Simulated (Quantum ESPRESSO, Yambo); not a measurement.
# Quasiparticle gap of BaTiO3 (P4mm) in Yambo, part 3 of 3

How does a plane-wave GW calculation on BaTiO3 (P4mm) run from the first input to the gap?

Quantum ESPRESSO 7.5 and Yambo 5.3.0; PBE and many-body steps on it, plane waves. Known limits of the many-body steps: not at the basis limit; no spin-orbit coupling; coarse k mesh.

So far. Step 3 (Bands along the symmetry lines): The gap is 1.851 eV, as in the run before at this level. Step 4 (Empty states on the mesh, 4×4×4 mesh, 129 bands): On this mesh the gap is 1.851 eV.

## Step 6: Screening and self-energy, 4×4×4 mesh, 129 bands, screening to 136.1 eV

G0W0 replaces the xc potential by the self-energy, built once from these orbitals. Only a window of levels is corrected, while the sums run over the empty bands that the input names.

This step: G0W0 on PBE, plane waves, norm-conserving pseudopotentials.

File gw1.in:

```
HF_and_locXC
gw0
dyson
ppa
em1d
rim_cut
RandQpts= 1000000
RandGvec= 1 RL
EXXRLvcs= 76 Ry
VXCRLvcs= 304 Ry
Chimod= "HARTREE"
% BndsRnXp
 1 | 129 |
%
NGsBlkXp= 10 Ry
% LongDrXp
 1 | 1 | 1 |
%
% GbndRnge
 1 | 129 |
%
DysSolver= "n"
ExtendOut
PPAPntXp= 27.21138 eV
% QPkrange
 18 | 18 | 19 | 22 |
 1 | 1 | 19 | 22 |
%
```

Launch:

```sh
OMP_NUM_THREADS=1 mpirun -n 4 yambo -F gw1.in -J gw1 -C gw1 > gw1.log
```

The program printed:

```text
 Yambo, version 5.3.0

 [02] CORE Variables Setup
 =========================

  [... cell, symmetries and grids as in the set-up ...]

  [02.05] Energies & Occupations
  ==============================

  [X] === General ===
  [X] Electronic Temperature                        :  0.000000  0.000000 [eV K]
  [X] Bosonic    Temperature                        :  0.000000  0.000000 [eV K]
  [X] Finite Temperature mode                       : no
  [X] El. density                                   :  0.62439E+24 [cm-3]
  [X] Fermi Level                                   :  10.49564 [eV]

  [X] === Gaps and Widths ===
  [X] Conduction Band Min                           :  1.851171 [eV]
  [X] Valence Band Max                              :  0.000000 [eV]
  [X] Filled Bands                                  :  20
  [X] Empty Bands                                   :   21  129
  [X] Direct Gap                                    :  2.221732 [eV]
  [X] Direct Gap localized at k                     :  1
  [X] Indirect Gap                                  :  1.851171 [eV]
  [X] Indirect Gap between kpts                     :  18   1
  [X] Last valence band width                       :  0.967689 [eV]
  [X] 1st conduction band width                     :  2.396446 [eV]

 [03] Transferred momenta grid and indexing
 ==========================================

 IBZ Q-points                                      :  18
 BZ  Q-points                                      :   64

 K/Q-points units:
 rlu = crystal or reduced units; cc = cartesian coordinates; iku = interal k-units

 Q [ 1]         [rlu]:  0.000000  0.000000  0.000000
 Q [ 2]         [rlu]:  0.000000  0.000000  0.250000
 Q [ 3]         [rlu]:  0.000000  0.000000 -0.500000
 Q [ 4]         [rlu]:  0.000000  0.250000  0.000000
 Q [ 5]         [rlu]:  0.000000  0.250000  0.250000
 Q [ 6]         [rlu]:  0.000000  0.250000 -0.500000
 Q [ 7]         [rlu]:  0.000000 -0.500000  0.000000
 Q [ 8]         [rlu]:  0.000000 -0.500000  0.250000
 Q [ 9]         [rlu]:  0.000000 -0.500000 -0.500000
 Q [10]         [rlu]:  0.250000  0.250000  0.000000
     [... 6 further rows ...]
 Q [17]         [rlu]: -0.500000 -0.500000  0.250000
 Q [18]         [rlu]: -0.500000 -0.500000 -0.500000

 [04] Coloumb potential Random Integration (RIM)
 ===============================================

  [04.01] RIM initialization
  ==========================

  * Diagonal components only detected *

  8 x (sBL volume)        :  0.071722 [a.u.]
  sBZ random points       :  1000000
  Points outside the sBZ  :   7992674
  RL volume               :  0.573772 [a.u.]
  Integrated volume       :  0.574298 [a.u.]

  [04.02] RIM integrals
  =====================

  Gamma point sphere radius             :  0.075365 [a.u.]
  Points outside the sphere             :   799811
  [Int_sBZ(q=0) 1/q^2]*(Vol_sBZ)^(-1/3) =:  7.678270
                                 should be <:  7.795600

  Summary of Coulomb integrals for non-metallic bands |Q|[au] RIM/Bare

  Q [1] 0.100000E-4 0.984949 * Q [2] 0.206618 1.046119
  Q [4] 0.208303 1.052505 * Q [5] 0.293396 1.049018
  Q [10] 0.294585 1.050977 * Q [11] 0.359821 1.035731
  Q [3] 0.413236 1.019402 * Q [7] 0.416606 1.019496
  Q [6] 0.462768 1.018035 * Q [8] 0.465029 1.017337
  Q [13] 0.465780 1.017829 * Q [12] 0.507488 1.016008
  Q [14] 0.509551 1.015385 * Q [9] 0.586792 1.011894
  Q [16] 0.589170 1.011790 * Q [15] 0.622667 1.010825
  Q [17] 0.624350 1.010447 * Q [18] 0.719643 1.008389

 [05] Dipoles
 ============

  [05.01] Setup: observables and procedures
  =========================================

  [WARNING] [x,Vnl] slows the Dipoles computation. To neglect it rename the ns.kb_pp file

 [06] Dynamic Dielectric Matrix (PPA)
 ====================================

 [WR./gw1//ndb.pp]---------------------------------------------------------------
  Brillouin Zone Q/K grids (IBZ/BZ)                :   18   64   18   64
  RL vectors                                       :   5983 [WF]
  Coulomb cutoff potential                         : none
  Electronic Temperature                           :  0.000000 [K]
  Bosonic    Temperature                           :  0.000000 [K]
  PPA    diel. fun.  energies                      : Perdew, Burke & Ernzerhof(X)+Perdew, Burke & Ernzerhof(C)
  wavefunctions                                    : Perdew, Burke & Ernzerhof(X)+Perdew, Burke & Ernzerhof(C)
  Global Gauge                                     : length
  X matrix size                                    :  253
  X band range                                     :    1  129
  X e/h energy range                               : -1.000000 -1.000000 [eV]
  X Time ordering                                  : R
  X Hxc Kernel                                     : HARTREE
  X Drude frequency                                :  0.000000  0.000000
  X poles                                          :  100.0000 [o/o]
  RL vectors in the sum                            :   5983
  [r,Vnl] included                                 : yes
  Field direction                                  :  0.577350E-5  0.577350E-5  0.577350E-5
  BZ energy Double Grid                            : no
  BZ energy DbGd points                            : 0
  BZ Q point size factor                           : -1.000000
  X Optical Averaged directions                    : none

 [07] Local Exchange-Correlation + Non-Local Fock
 ================================================

 [VXC] Plane waves :   38715
 [EXS] Plane waves :   4897

 QP @ state[ 1 ] K range:  1  1
 QP @ state[ 1 ] b range:  19  22
 QP @ state[ 2 ] K range:  18  18
 QP @ state[ 2 ] b range:  19  22

 [xc] Functional : Perdew, Burke & Ernzerhof(X)+Perdew, Burke & Ernzerhof(C)
 [xc] LIBXC used to calculate xc functional
  PP Number of Atomic Species                      :  3
  NLCC RL compoments                               :   38715
  PP Number of Atomic Species                      :  3
  NLCC RL compoments                               :   38715

 [xc] E_xc :  -21.67922 [Ha]
      E_xc :  -43.35844 [Ry]

  Local XC kind (lXC) : Perdew, Burke & Ernzerhof(X)+Perdew, Burke & Ernzerhof(C)
  Non-Local XC kind (nlXC) : Hartree-Fock

  Corrections @ K [1] :  [eV]
 <19|nlXC|19> = -24.43200  0.15640E-17 <19|lXC|19> = -20.00499  0.000000
 <20|nlXC|20> = -24.43197  0.21505E-16 <20|lXC|20> = -20.00499 -0.18882E-15
 <21|nlXC|21> = -11.39897  0.25819E-19 <21|lXC|21> = -18.77475  0.000000
 <22|nlXC|22> = -12.09059 -0.18965E-17 <22|lXC|22> = -19.06032  0.18882E-15

  Corrections @ K [18] :  [eV]
 <19|nlXC|19> = -24.90328  0.20441E-16 <19|lXC|19> = -19.96286  0.000000
 <20|nlXC|20> = -24.96123 -0.15727E-16 <20|lXC|20> = -20.00654 -0.18882E-15
 <21|nlXC|21> = -13.09653 -0.20800E-17 <21|lXC|21> = -21.85267  0.18882E-15
 <22|nlXC|22> = -13.21931 -0.52776E-18 <22|lXC|22> = -21.85360  0.47204E-16

  [07.01] Hartree-Fock occupations report
  =======================================

  [Hartree-Fock] === General ===
  [Hartree-Fock] Electronic Temperature             :  0.000000  0.000000 [eV K]
  [Hartree-Fock] Bosonic    Temperature             :  0.000000  0.000000 [eV K]
  [Hartree-Fock] Finite Temperature mode            : no
  [Hartree-Fock] El. density                        :  0.62439E+24 [cm-3]
  [Hartree-Fock] Fermi Level                        :  10.49564 [eV]

  [Hartree-Fock] === Gaps and Widths ===
  [Hartree-Fock] Conduction Band Min                :  1.925171 [eV]
  [Hartree-Fock] Valence Band Max                   : -0.036277 [eV]
  [Hartree-Fock] Filled Bands                       :  20
  [Hartree-Fock] Empty Bands                        :   21  129
  [Hartree-Fock] Direct Gap                         :  2.473257 [eV]
  [Hartree-Fock] Direct Gap localized at k          :  2
  [Hartree-Fock] Indirect Gap                       :  1.961449 [eV]
  [Hartree-Fock] Indirect Gap between kpts          :  17   2
  [Hartree-Fock] Last valence band width            :  4.918406 [eV]
  [Hartree-Fock] 1st conduction band width          :  11.07858 [eV]

 [08] Dyson equation: Newton solver
 ==================================

  [08.01] G0W0 (W PPA)
  ====================

  [  GW  ] Bands range     :    1  129
  [GW/PPA] G damping       :  0.100000 [eV]

  QP @ state[ 1 ] K range:  1  1
  QP @ state[ 1 ] b range:  19  22
  QP @ state[ 2 ] K range:  18  18
  QP @ state[ 2 ] b range:  19  22

   Sc/G bands                                       :    1  129
   Sc/G damping                                     :  0.100000 ev
   Sc bands terminator                              : no
   Sx RL components                                 :   4897

   QP @ state[ 1 ] K range                          :  1  1
   QP @ state[ 1 ] b range                          :  19  22
   QP @ state[ 2 ] K range                          :  18  18
   QP @ state[ 2 ] b range                          :  19  22
   GF energies kind                                 : Perdew, Burke & Ernzerhof(X)+Perdew, Burke & Ernzerhof(C)
   GF WF`s kind                                     : Perdew, Burke & Ernzerhof(X)+Perdew, Burke & Ernzerhof(C)
   Xs energies kind                                 : Perdew, Burke & Ernzerhof(X)+Perdew, Burke & Ernzerhof(C)
   Xs WF`s kind                                     : Perdew, Burke & Ernzerhof(X)+Perdew, Burke & Ernzerhof(C)

 [11] Game Over & Game summary
```

Elapsed: 5.4 min, on 4 MPI ranks of Arm Neoverse V1, shared host; peak memory 2.1 GiB.

Numbers from this step:

```
G0W0 gap on the points computed              : 3.334 eV
starting gap on the mesh                     : 1.851 eV
k of the valence top                         : -0.5, -0.5, -0.5
k of the conduction bottom                   : 0, 0, 0
least direct G0W0 gap on the computed points : 3.717 eV
Z at the valence top                         : 0.7641
Z at the conduction bottom                   : 0.7787
```

The gap on the mesh goes from 1.85 eV to 3.33 eV, a correction of +1.48 eV.

Limits: finite bands, cutoff and mesh; no spin-orbit coupling; coarse k mesh. v1 is the top filled band, c1 the lowest empty one. Levels before and after the correction, in eV, zero at the valence-band top of each column:

|  | conduction bottom | valence top |
| --- | --- | --- |
| Kohn-Sham | 1.85 | 0.00 |
| G0W0 | 3.33 | 0.00 |

|  | level | energy (eV) |
| --- | --- | --- |
| Kohn-Sham | Γ v2-v1 | -0.371 |
| Kohn-Sham | Γ c1 | 1.851 |
| Kohn-Sham | Γ c2 | 2.219 |
| Kohn-Sham | (-0.5 -0.5 -0.5) v2 | -0.176 |
| Kohn-Sham | (-0.5 -0.5 -0.5) v1 | 0.000 |
| Kohn-Sham | (-0.5 -0.5 -0.5) c1 | 4.248 |
| Kohn-Sham | (-0.5 -0.5 -0.5) c2 | 4.260 |
| G0W0 | Γ v2-v1 | -0.383 |
| G0W0 | Γ c1 | 3.334 |
| G0W0 | Γ c2 | 3.732 |
| G0W0 | (-0.5 -0.5 -0.5) v2 | -0.208 |
| G0W0 | (-0.5 -0.5 -0.5) v1 | 0.000 |
| G0W0 | (-0.5 -0.5 -0.5) c1 | 6.035 |
| G0W0 | (-0.5 -0.5 -0.5) c2 | 6.091 |

## Step 7: Where the time went

Times are wall times on the hardware named with each run, good to a factor of about two.

| step | time | share | memory (GiB) |
| --- | --- | --- | --- |
| ground state | 29 s | 7 % | 0.37 |
| bands along the symmetry lines | 13 s | 3 % | 0.27 |
| empty states on the mesh | 27 s | 7 % | 0.43 |
| conversion and set-up | 3.3 s | 1 % | 0.25 |
| screening and self-energy | 5.4 min | 82 % | 2.1 |

## Step 8: Summary of results

```
PBE gap              : 1.85 eV, indirect
G0W0 gap on the mesh : 3.33 eV
GW settings          : 4×4×4 mesh, 129 bands, screening to 136.1 eV, Godby-Needs plasmon pole
known limits         : not at the basis limit; no spin-orbit coupling; coarse k mesh
```

In words: G0W0 moves the gap on the mesh from 1.85 eV to 3.33 eV (+1.48 eV), with Z of 0.76 and 0.78 at the edges. Only 2 of the mesh's irreducible points were corrected, so a valley elsewhere could overtake. The dearest step here is «screening and self-energy». Bands and cutoff are finite, so the gap is not at the basis limit. The miss can reach some tenths of an eV and take either sign; the mesh is an error of its own. In the G0W0 run levels were corrected at 2 k points alone, so a gap called «on the mesh» is the least over those, and an edge elsewhere would be missed. The 4×4×4 mesh is coarse for this cell, which bears on the long-range parts of exchange and screening. The many-body steps are scalar-relativistic: spin-orbit coupling is not in them.

[Paths, hosts, dates, memory and timing lines, banners, echoed tables and standing remarks are left out of the program output.]

[Logs are printed without paths, hosts, clocks, repeated set-up lines and the standing remarks that a program may print on its own settings, such as how far it seeks lower states.]

[Runs of the session that timed out or met a known fault of the program may be left out.]

[Hosts, paths, dates, database ids (printed as entryN), source tags and the programs' standing remarks are cut or masked in the printed files.]
